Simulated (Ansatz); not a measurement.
# Decaying states in the gap of K3BrClF, part 2 of 2

Wanted: the relaxed cell of K3BrClF, its band edges and its decay constants. It is built by putting F for part of the Cl in the K3BrCl2 structure of space group P-3m1, with the volume rescaled by atomic radii. The parent structure comes from the Materials Project.

Ansatz 0.2.0; PBE DFT, plane waves, PAW files (the session's first sound run).

So far, gap on path (eV): step 3 (band edges) 4.22.

The structure was built from a prototype and need not be the compound's stable phase.

### 4. Decaying states in the gap

This step: PBE DFT, plane waves, PAW files; complex bands by layer matching along the plane's normal (Ansatz 0.2.0).

The same crystal is laid in a cell whose first two vectors span the (001) plane (indices of the standard conventional cell, whose axes can be ordered otherwise than in the bulk input). At fixed energy and wavevector in the plane the solver finds all kz, real and complex. A few wavevectors are listed, (0, 0) and (0.5, 0) in units of the plane's reciprocal vectors; the slowest state needn't be among them.

input.yaml

```yaml
crystal:
  lattice:
    - [4.335524849, 0.0, 0.0]
    - [2.167762425, 3.754674658, 0.0]
    - [0.0, 0.0, 10.827082719]
  atoms:
    - { symbol: K, position: [0.0, 0.0, 0.529365305] }
    - { symbol: K, position: [0.6666666667, 0.6666666667, 0.177861255] }
    - { symbol: K, position: [0.3333333333, 0.3333333333, 0.7927079048] }
    - { symbol: Br, position: [0.0, 0.0, 0.9848699442] }
    - { symbol: F, position: [0.6666666667, 0.6666666667, 0.6612054539] }
    - { symbol: Cl, position: [0.3333333333, 0.3333333333, 0.353990137] }
kpoints:
  mp_grid: { grid: [6, 6, 2] }
scf:
  occupations: { method: fixed }
hamiltonian:
  xc: pbe
output:
  eigenvalues: true
  transmission:
    leads: [[0, 0]]
    kpoints: [[0.0, 0.0], [0.5, 0.0]]
    e_range: [-1.0, 5.22]
    de: 0.1
```

Run with:

```bash
$ ansatz run input.yaml --threads 2 --pin off --max-ram 4096MiB --backend cpu --events-out ev --progress --plain --runs-dir out
```

Numbers of over 12 decimals in the logs are rounded to 6 here.

Log:

```text
[...]
Crystal: 6 atoms, lattice volume = 176.249 Å³
Basis set: ecut = 420 eV, 3463 PW (Γ)
Bands: 30, of which v1, the nominal top of the filled ones, is band 24 counted from 1 (23 counted from 0)
Symmetry: 6 space group operations
[...]
k-points: 14 of 72 (time reversal used)
[...]
SCF iter   1: F=—  HF=-9294.242070 eV  |F-HF|=—  |Δ(HF+E_count)|=         —  Δρ=4.90e-4  dr2=1.25e-3  ethr=1.77e-3  ⟨swp⟩=5.5  Hψ=1619  notcnv=0  defer=50
[...]
SCF iter   6: F=-9294.241019 eV  HF=-9294.241019 eV  |F-HF|=7.13e-8  |Δ(HF+E_count)|=   7.99e-7  Δρ=5.32e-6  dr2=7.22e-8  ethr=2.08e-10  ⟨swp⟩=11.4  Hψ=2287  notcnv=0
SCF 1 converged in 6 iterations: F = -9294.241019 eV  dr2 = 7.22e-8
[...]
transmission: 15 of 30 steps passed
transmission: 30 of 30 steps passed
SCF converged after 6 iterations
Free energy (F): -9294.241019 eV
[...]
Internal energy: -9294.241019 eV  (E = F + TS)
E sigma→0 (E₀):  -9294.241019 eV
Fermi energy:    1.611249 eV
[...]
--- Band table (eV; the first three rows and the last of 14) ---
  k-point 0: bands = [... 20 lower, 0.8113, 0.9357, 1.6112, 1.6112, 5.8361, 7.9237, 7.9643, 8.5590, ... 2 higher]
  k-point 1: bands = [... 20 lower, 0.8136, 0.8136, 1.6096, 1.6096, 6.3974, 6.6675, 8.4125, 8.6189, ... 2 higher]
  k-point 2: bands = [... 20 lower, 0.7745, 0.9210, 1.2753, 1.5437, 6.3810, 8.1161, 8.3235, 8.4934, ... 2 higher]
  k-point 13: bands = [... 20 lower, 0.4648, 0.8149, 0.8306, 0.9591, 8.5319, 8.5895, 8.9511, 9.1961, ... 2 higher]
--- Transmission ---
  basis      : 151 plane waves across, 15 finite elements along
  points     : 2, as listed
  energies   : 63 from -1.000000 to 5.200000 eV about the Fermi level, 0.100000 eV apart; the leads are filled to 2.112450 eV, and channels, transmission and decay are at 2.100000 eV
  crystal 0  : F1K3Br1Cl1, at the sites [0, 0], period 10.8271 Å: whole cells are its period
    offset         : up to 0.0000 Å between an atom of the period and one for which it stands
    channels       : 0.000000e0 a spin
    conductance    : none, the energies end too early or step too widely for 300 K: set another output.transmission.e_range or a lower de, or, where they end at an eighth of basis.ecutwfc, a higher one
    slowest decay  : 0.4029 /Å at (0.0000, 0.0000)
```

It took 17 s on 2 threads of Intel Xeon Platinum 8488C (Sapphire Rapids), shared host; peak memory 0.64 GiB.

This step gave:

```
level to which the leads are filled                       : 2.112 eV from the Fermi level
decay constant at the filling level, zone centre          : 0.4029 Å⁻¹
decay constant at the filling level, slowest listed point : 0.4029 Å⁻¹
```

K parallel (0, 0); values up to 1.5 1/Å, a degenerate pair printed once or twice; energies at which all values exceed this have no row. The Im kz of the slowest decaying states by energy, zero at the highest filled level on the SCF mesh:

```tsv
energy (eV)	decay 1 (Å⁻¹)	decay 2 (Å⁻¹)	decay 3 (Å⁻¹)	decay 4 (Å⁻¹)
-1.00	0.118	0.539	1.14	1.37
-0.70	0.472	1.13	1.35	-
-0.40	0.252	0.565	1.12	1.33
-0.10	0.329	0.495	1.10	1.31
0.00	0.0197	0.346	1.10	1.30
0.20	0.372	0.596	1.09	1.29
0.60	0.405	0.726	1.07	1.26
0.90	0.418	0.777	1.05	1.24
1.20	0.423	0.813	1.03	1.22
1.50	0.421	0.839	1.02	1.20
1.80	0.415	0.858	0.999	1.17
2.10	0.403	0.872	0.980	1.15
2.40	0.386	0.883	0.961	1.12
2.70	0.364	0.889	0.940	1.10
3.00	0.335	0.893	0.919	1.07
3.30	0.299	0.894	0.896	1.05
3.60	0.252	0.872	0.892	1.02
4.00	0.156	0.839	0.884	0.984
4.30	0.811	0.871	0.962	-
4.60	0.783	0.852	0.943	-
4.90	0.0313	0.751	0.826	0.930
5.20	0.718	0.793	0.921	-
```

K parallel (0.5, 0); values up to 1.5 1/Å, a degenerate pair printed once or twice; energies at which all values exceed this have no row. The Im kz of the slowest decaying states by energy, zero at the highest filled level on the SCF mesh:

```tsv
energy (eV)	decay 1 (Å⁻¹)	decay 2 (Å⁻¹)	decay 3 (Å⁻¹)	decay 4 (Å⁻¹)
-1.000	0.0683	0.476	0.657	0.951
-0.500	0.399	0.618	0.815	0.983
0.000	0.566	0.741	0.909	1.01
0.500	0.653	0.806	1.05	1.10
1.000	0.711	0.880	1.10	1.23
1.500	0.740	0.834	1.13	1.26
2.000	0.740	0.803	1.14	1.26
2.500	0.720	0.777	1.13	1.25
3.000	0.686	0.750	1.12	1.22
3.500	0.643	0.721	1.10	1.19
4.000	0.589	0.687	1.08	1.16
4.500	0.523	0.646	1.06	1.11
5.000	0.439	0.596	1.03	1.07
```

At the listed wavevectors the last open channel is at -0.70 eV and the next at +4.30 eV on the grid, wider than the gap, since narrow bands can fall between grid energies. At +2.10 eV, the grid energy nearest the filling level (the middle of the gap on the SCF mesh), the slowest state at the listed wavevectors decays with κ = 0.403 Å⁻¹, its amplitude falling by e over 2.5 Å. Through 1 nm of this crystal that state's transmission falls by exp(−2 × 0.403 Å⁻¹ × 10 Å) = 3.2e-4.

### 5. Band edges at another level

This step: PBE DFT, plane waves, PAW files, spin-orbit coupling (Ansatz 0.2.0).

The edges again with spin-orbit coupling, at the same atoms.

input.yaml

```yaml
crystal:
  lattice:
    - [4.3355248494, 0.0, 0.0]
    - [-2.1677624247, 3.7546746583, 0.0]
    - [0.0, 0.0, 10.8270827187]
  atoms:
    - { symbol: K, position: [0.0, 0.0, 0.529365305] }
    - { symbol: K, position: [0.3333333333, 0.6666666667, 0.177861255] }
    - { symbol: K, position: [0.6666666667, 0.3333333333, 0.7927079048] }
    - { symbol: Br, position: [0.0, 0.0, -0.0151300558] }
    - { symbol: F, position: [0.3333333333, 0.6666666667, 0.6612054539] }
    - { symbol: Cl, position: [0.6666666667, 0.3333333333, 0.353990137] }
kpoints:
  mp_grid: { grid: [6, 6, 2] }
  band_path: { path: [VBM, CBM], npoints: 30 }
scf:
  occupations: { method: fixed }
hamiltonian:
  xc: pbe
  pseudopotentials: { kind: paw_fr }
output:
  eigenvalues: true
magnetization:
  noncollinear: true
  spin_orbit: true
```

Log:

```text
[...]
non-collinear run that drives no moment, with spin-orbit: no starting moment large enough to seed its density (crystal.atoms[].spin), no starting occupations that ask for one, no magnetisation constraint and no magnetic field, so the semilocal B_xc is pinned to zero
Crystal: 6 atoms, lattice volume = 176.249 Å³
Basis set: ecut = 420 eV, 3463 PW (Γ)
Bands: 60, of which v1, the nominal top of the filled ones, is band 48 counted from 1 (47 counted from 0)
Symmetry: 6 space group operations + 6 with time reversal
[...]
k-points: 14 of 72 (time reversal used)
Projection manifold: j_resolved (fully-relativistic pseudo-atomic orbitals)
[...]
SCF iter   1: F=—  HF=-9305.967686 eV  |F-HF|=—  |Δ(HF+E_count)|=         —  Δρ=2.47e-1  dr2=1.78e2  dr2_m=0.00e0 (ungated)  ethr=3.10e-3  |M|=0.00e0 ∫|m|=0.00e0 μB  |m|>n=0.0e0 m-floor=0.0e0 τ_xc=0.0e0  β_m=0.30  ⟨swp⟩=8.6  Hψ=3481  notcnv=0  defer=110
[...]
spin=Noncollinear: Resta preconditioning applied to the charge; magnetization (m_x, m_y, m_z) channels mix plain (no charge-response kernel on spin).
SCF iter   2: F=—  HF=-9297.198537 eV  |F-HF|=—  |Δ(HF+E_count)|=    8.77e0  Δρ=8.67e-2  dr2=8.76e0  dr2_m=0.00e0 (ungated)  ethr=3.10e-3  |M|=0.00e0 ∫|m|=0.00e0 μB  |m|>n=0.0e0 m-floor=0.0e0 τ_xc=0.0e0  β_m=0.28  ⟨swp⟩=7.1  Hψ=3549  notcnv=0  defer=100
[...]
SCF iter  13: F=-9294.684007 eV  HF=-9294.684007 eV  |F-HF|=2.93e-9  |Δ(HF+E_count)|=  3.77e-10  Δρ=2.29e-6  dr2=2.02e-8  dr2_m=0.00e0 (ungated)  ethr=2.08e-10  |M|=0.00e0 ∫|m|=0.00e0 μB  |m|>n=0.0e0 m-floor=0.0e0 τ_xc=0.0e0  ⟨swp⟩=18.6  Hψ=4548  notcnv=0
SCF 1 converged in 13 iterations: F = -9294.684007 eV  dr2 = 2.02e-8
[...]
SCF converged after 13 iterations
Magnetization: |M| = 0.0000 μB,  M = (+0.0000, +0.0000, +0.0000) μB
Absolute magnetization: 0.0000 μB (∫|m|)
  site 0: m = (+0.0000, +0.0000, +0.0000) μB, |m| = 0.0000 μB  (R = 1.19 Å)
  site 1: m = (+0.0000, +0.0000, +0.0000) μB, |m| = 0.0000 μB  (R = 1.30 Å)
  site 2: m = (+0.0000, +0.0000, +0.0000) μB, |m| = 0.0000 μB  (R = 1.19 Å)
  site 3: m = (+0.0000, +0.0000, +0.0000) μB, |m| = 0.0000 μB  (R = 1.34 Å)
  site 4: m = (+0.0000, +0.0000, +0.0000) μB, |m| = 0.0000 μB  (R = 1.19 Å)
  site 5: m = (+0.0000, +0.0000, +0.0000) μB, |m| = 0.0000 μB  (R = 1.30 Å)
Free energy (F): -9294.684007 eV
[...]
Internal energy: -9294.684007 eV  (E = F + TS)
E sigma→0 (E₀):  -9294.684007 eV
Fermi energy:    1.770763 eV
[...]
--- Band table (eV; the first three rows and the last of 14) ---
  k-point 0: bands = [... 44 lower, 1.5059, 1.5059, 1.7708, 1.7708, 5.8361, 5.8361, 7.9234, 7.9234, ... 8 higher]
  k-point 1: bands = [... 44 lower, 1.4970, 1.4970, 1.7694, 1.7694, 6.3977, 6.3977, 6.6674, 6.6674, ... 8 higher]
  k-point 2: bands = [... 44 lower, 1.2758, 1.2876, 1.6174, 1.6187, 6.3795, 6.3824, 8.1098, 8.1212, ... 8 higher]
  k-point 13: bands = [... 44 lower, 0.9423, 0.9557, 1.0551, 1.0582, 8.5311, 8.5322, 8.5889, 8.5899, ... 8 higher]
```

Wall time 55 s (2 threads); peak memory 0.89 GiB.

Numbers from this step:

```
free energy        : -9294.6840 eV
Fermi energy       : 1.771 eV
gap on the k-mesh  : 4.065 eV
gap on path        : 4.065 eV, by band count; negative where bands overlap
direct gap on path : 4.065 eV
```

Levels at VBM (eV): -1.77, -1.77, -1.64, -1.64, -1.60, -1.60, -1.59, -1.59, -1.00, -1.00, -0.92, -0.92, -0.89, -0.89, -0.26, -0.26, 0.00, 0.00, 4.07, 4.07, 6.15, 6.15, 6.19, 6.19, 6.79, 6.79, 7.09, 7.09, 7.78, 7.78.

The searched edges give 4.07 eV, as on the mesh.

Between step 3 and this run (PBE spin-orbit) the value for the gap on path moves from 4.22 eV to 4.07 eV.

### 6. Complex bands at another level

This step: PBE DFT, plane waves, PAW files, spin-orbit coupling; complex bands by layer matching along the plane's normal (Ansatz 0.2.0).

The complex bands at that level, over its own gap, at (0, 0) and (0.5, 0).

input.yaml

```yaml
crystal:
  lattice:
    - [4.335524849, 0.0, 0.0]
    - [2.167762425, 3.754674658, 0.0]
    - [0.0, 0.0, 10.827082719]
  atoms:
    - { symbol: K, position: [0.0, 0.0, 0.529365305] }
    - { symbol: K, position: [0.6666666667, 0.6666666667, 0.177861255] }
    - { symbol: K, position: [0.3333333333, 0.3333333333, 0.7927079048] }
    - { symbol: Br, position: [0.0, 0.0, 0.9848699442] }
    - { symbol: F, position: [0.6666666667, 0.6666666667, 0.6612054539] }
    - { symbol: Cl, position: [0.3333333333, 0.3333333333, 0.353990137] }
kpoints:
  mp_grid: { grid: [6, 6, 2] }
scf:
  occupations: { method: fixed }
hamiltonian:
  xc: pbe
  pseudopotentials: { kind: paw_fr }
output:
  eigenvalues: true
  transmission:
    leads: [[0, 0]]
    kpoints: [[0.0, 0.0], [0.5, 0.0]]
    e_range: [-1.0, 5.07]
    de: 0.1
magnetization:
  noncollinear: true
  spin_orbit: true
```

Log:

```text
[...]
Crystal: 6 atoms, lattice volume = 176.249 Å³
Basis set: ecut = 420 eV, 3463 PW (Γ)
Bands: 60, of which v1, the nominal top of the filled ones, is band 48 counted from 1 (47 counted from 0)
Symmetry: 6 space group operations + 6 with time reversal
[...]
k-points: 14 of 72 (time reversal used)
Projection manifold: j_resolved (fully-relativistic pseudo-atomic orbitals)
[...]
SCF iter   1: F=—  HF=-9305.967680 eV  |F-HF|=—  |Δ(HF+E_count)|=         —  Δρ=2.47e-1  dr2=1.78e2  dr2_m=0.00e0 (ungated)  ethr=3.10e-3  |M|=0.00e0 ∫|m|=0.00e0 μB  |m|>n=0.0e0 m-floor=0.0e0 τ_xc=0.0e0  β_m=0.30  ⟨swp⟩=8.6  Hψ=3481  notcnv=0  defer=110
[...]
SCF iter  13: F=-9294.684007 eV  HF=-9294.684007 eV  |F-HF|=2.93e-9  |Δ(HF+E_count)|=  3.75e-10  Δρ=2.30e-6  dr2=2.02e-8  dr2_m=0.00e0 (ungated)  ethr=2.08e-10  |M|=0.00e0 ∫|m|=0.00e0 μB  |m|>n=0.0e0 m-floor=0.0e0 τ_xc=0.0e0  ⟨swp⟩=18.6  Hψ=4546  notcnv=0
SCF 1 converged in 13 iterations: F = -9294.684007 eV  dr2 = 2.02e-8
[...]
transmission: 15 of 30 steps passed
transmission: 30 of 30 steps passed
SCF converged after 13 iterations
Magnetization: |M| = 0.0000 μB,  M = (+0.0000, +0.0000, +0.0000) μB
Absolute magnetization: 0.0000 μB (∫|m|)
  site 0: m = (+0.0000, +0.0000, +0.0000) μB, |m| = 0.0000 μB  (R = 1.19 Å)
  site 1: m = (+0.0000, +0.0000, +0.0000) μB, |m| = 0.0000 μB  (R = 1.30 Å)
  site 2: m = (+0.0000, +0.0000, +0.0000) μB, |m| = 0.0000 μB  (R = 1.19 Å)
  site 3: m = (+0.0000, +0.0000, +0.0000) μB, |m| = 0.0000 μB  (R = 1.34 Å)
  site 4: m = (+0.0000, +0.0000, +0.0000) μB, |m| = 0.0000 μB  (R = 1.19 Å)
  site 5: m = (+0.0000, +0.0000, +0.0000) μB, |m| = 0.0000 μB  (R = 1.30 Å)
Free energy (F): -9294.684007 eV
[...]
Internal energy: -9294.684007 eV  (E = F + TS)
E sigma→0 (E₀):  -9294.684007 eV
Fermi energy:    1.770763 eV
[...]
--- Band table (eV; the first three rows and the last of 14) ---
  k-point 0: bands = [... 44 lower, 1.5059, 1.5059, 1.7708, 1.7708, 5.8361, 5.8361, 7.9234, 7.9234, ... 8 higher]
  k-point 1: bands = [... 44 lower, 1.4970, 1.4970, 1.7694, 1.7694, 6.3977, 6.3977, 6.6674, 6.6674, ... 8 higher]
  k-point 2: bands = [... 44 lower, 1.2758, 1.2876, 1.6174, 1.6187, 6.3795, 6.3824, 8.1098, 8.1212, ... 8 higher]
  k-point 13: bands = [... 44 lower, 0.9423, 0.9557, 1.0551, 1.0582, 8.5311, 8.5322, 8.5889, 8.5899, ... 8 higher]
--- Transmission ---
  basis      : 151 plane waves across, 15 finite elements along
  points     : 2, as listed
[...]
channels       : 0.000000e0 of both spins
[...]
slowest decay  : 0.3995 /Å at (0.0000, 0.0000)
```

It took 89 s on 2 threads; peak memory 1.5 GiB; 2.4 min of CPU time.

Numbers from this step:

```
level to which the leads are filled                       : 2.033 eV from the Fermi level
decay constant at the filling level, zone centre          : 0.3995 Å⁻¹
decay constant at the filling level, slowest listed point : 0.3995 Å⁻¹
```

Spin spinor, k parallel (0, 0); values up to 1.5 1/Å, a degenerate pair printed once or twice; energies at which all values exceed this have no row. Im kz of the slowest decaying states against energy, zero at the highest filled level on the SCF mesh:

```tsv
energy (eV)	decay 1 (Å⁻¹)	decay 2 (Å⁻¹)	decay 3 (Å⁻¹)	decay 4 (Å⁻¹)
-1.000	0.172	0.472	1.14	1.36
-0.500	0.314	0.509	0.589	1.11
0.000	0.0209	0.352	0.646	1.09
0.500	0.405	0.709	0.764	1.06
1.000	0.421	0.792	0.825	1.04
1.500	0.418	0.838	0.862	1.01
2.000	0.400	0.865	0.884	0.977
2.500	0.367	0.881	0.896	0.943
3.000	0.317	0.887	0.901	0.907
3.500	0.241	0.867	0.886	0.897
4.000	0.0853	0.824	0.874	0.882
4.500	0.777	0.845	0.850	0.936
5.000	0.722	0.797	0.799	0.916
```

Spin spinor, k parallel (0.5, 0); values up to 1.5 1/Å, a degenerate pair printed once or twice; energies at which all values exceed this have no row. Table of Im kz of the slowest decaying states by energy, zero at the highest filled level on the SCF mesh:

```tsv
energy (eV)	decay 1 (Å⁻¹)	decay 2 (Å⁻¹)	decay 3 (Å⁻¹)	decay 4 (Å⁻¹)
-1.00	0.415	0.426	0.725	0.965
-0.80	0.154	0.565	0.807	0.976
-0.50	0.490	0.726	0.735	0.990
-0.30	0.497	0.696	0.816	1.00
0.00	0.592	0.760	0.971	1.03
0.20	0.629	0.787	1.02	1.06
0.40	0.659	0.811	1.06	1.11
0.70	0.696	0.867	0.929	1.09
0.90	0.715	0.867	0.878	1.11
1.20	0.735	0.841	0.848	1.12
1.40	0.741	0.826	0.832	1.13
1.60	0.743	0.814	0.819	1.13
1.90	0.739	0.797	0.802	1.14
2.10	0.732	0.787	0.791	1.14
2.40	0.716	0.772	0.776	1.13
2.60	0.704	0.761	0.765	1.13
2.80	0.689	0.751	0.754	1.12
3.10	0.665	0.734	0.737	1.11
3.30	0.646	0.722	0.725	1.11
3.60	0.616	0.702	0.705	1.09
3.80	0.594	0.688	0.691	1.09
4.00	0.569	0.673	0.676	1.08
4.30	0.529	0.648	0.651	1.06
4.50	0.499	0.630	0.632	1.05
4.80	0.447	0.600	0.602	1.03
5.00	0.406	0.577	0.580	1.02
```

At the listed wavevectors the last open channel is at -0.90 eV and the next at +4.10 eV on the grid, wider than the gap, since narrow bands can fall between grid energies. At +2.00 eV, the grid energy nearest the filling level (the middle of the gap on the SCF mesh), the slowest state at the listed wavevectors decays with κ = 0.400 Å⁻¹, its amplitude falling by e over 2.5 Å; the first such run, plane (001), gave 0.403 Å⁻¹.

### 7. Outcome

| Quantity | Value |
| --- | --- |
| band gap | 4.22 eV |
| least decay constant at mid-gap, normal to (001) | 0.403 Å⁻¹ |
| least decay constant, with spin-orbit coupling | 0.400 Å⁻¹ |

**Reading.** With PBE, the slowest decay at the wavevectors tried is κ = 0.403 Å⁻¹, normal to (001). Through such a film the transmission near mid-gap falls as exp(−2κd), a factor of ten every 2.9 Å. A free electron under a barrier of half the gap would need a mass of 0.29 mₑ to decay at this rate. With spin-orbit coupling the gap goes from 4.22 to 4.07 eV and the decay constant, over the first 2 listed wavevectors, from 0.403 to 0.400 Å⁻¹. The compound is made up by substitution; its stability against other phases and against distortions of the cell's symmetry was not tested. A semilocal functional narrows gaps, so real decay constants are likely larger.

[Logs are printed without paths, hosts, clocks, repeated set-up lines and the standing remarks that a program may print on its own settings, such as how far it seeks lower states.]

[Hosts, paths, dates, database ids (printed as entryN), source tags and the programs' standing remarks are cut or masked in the printed files.]
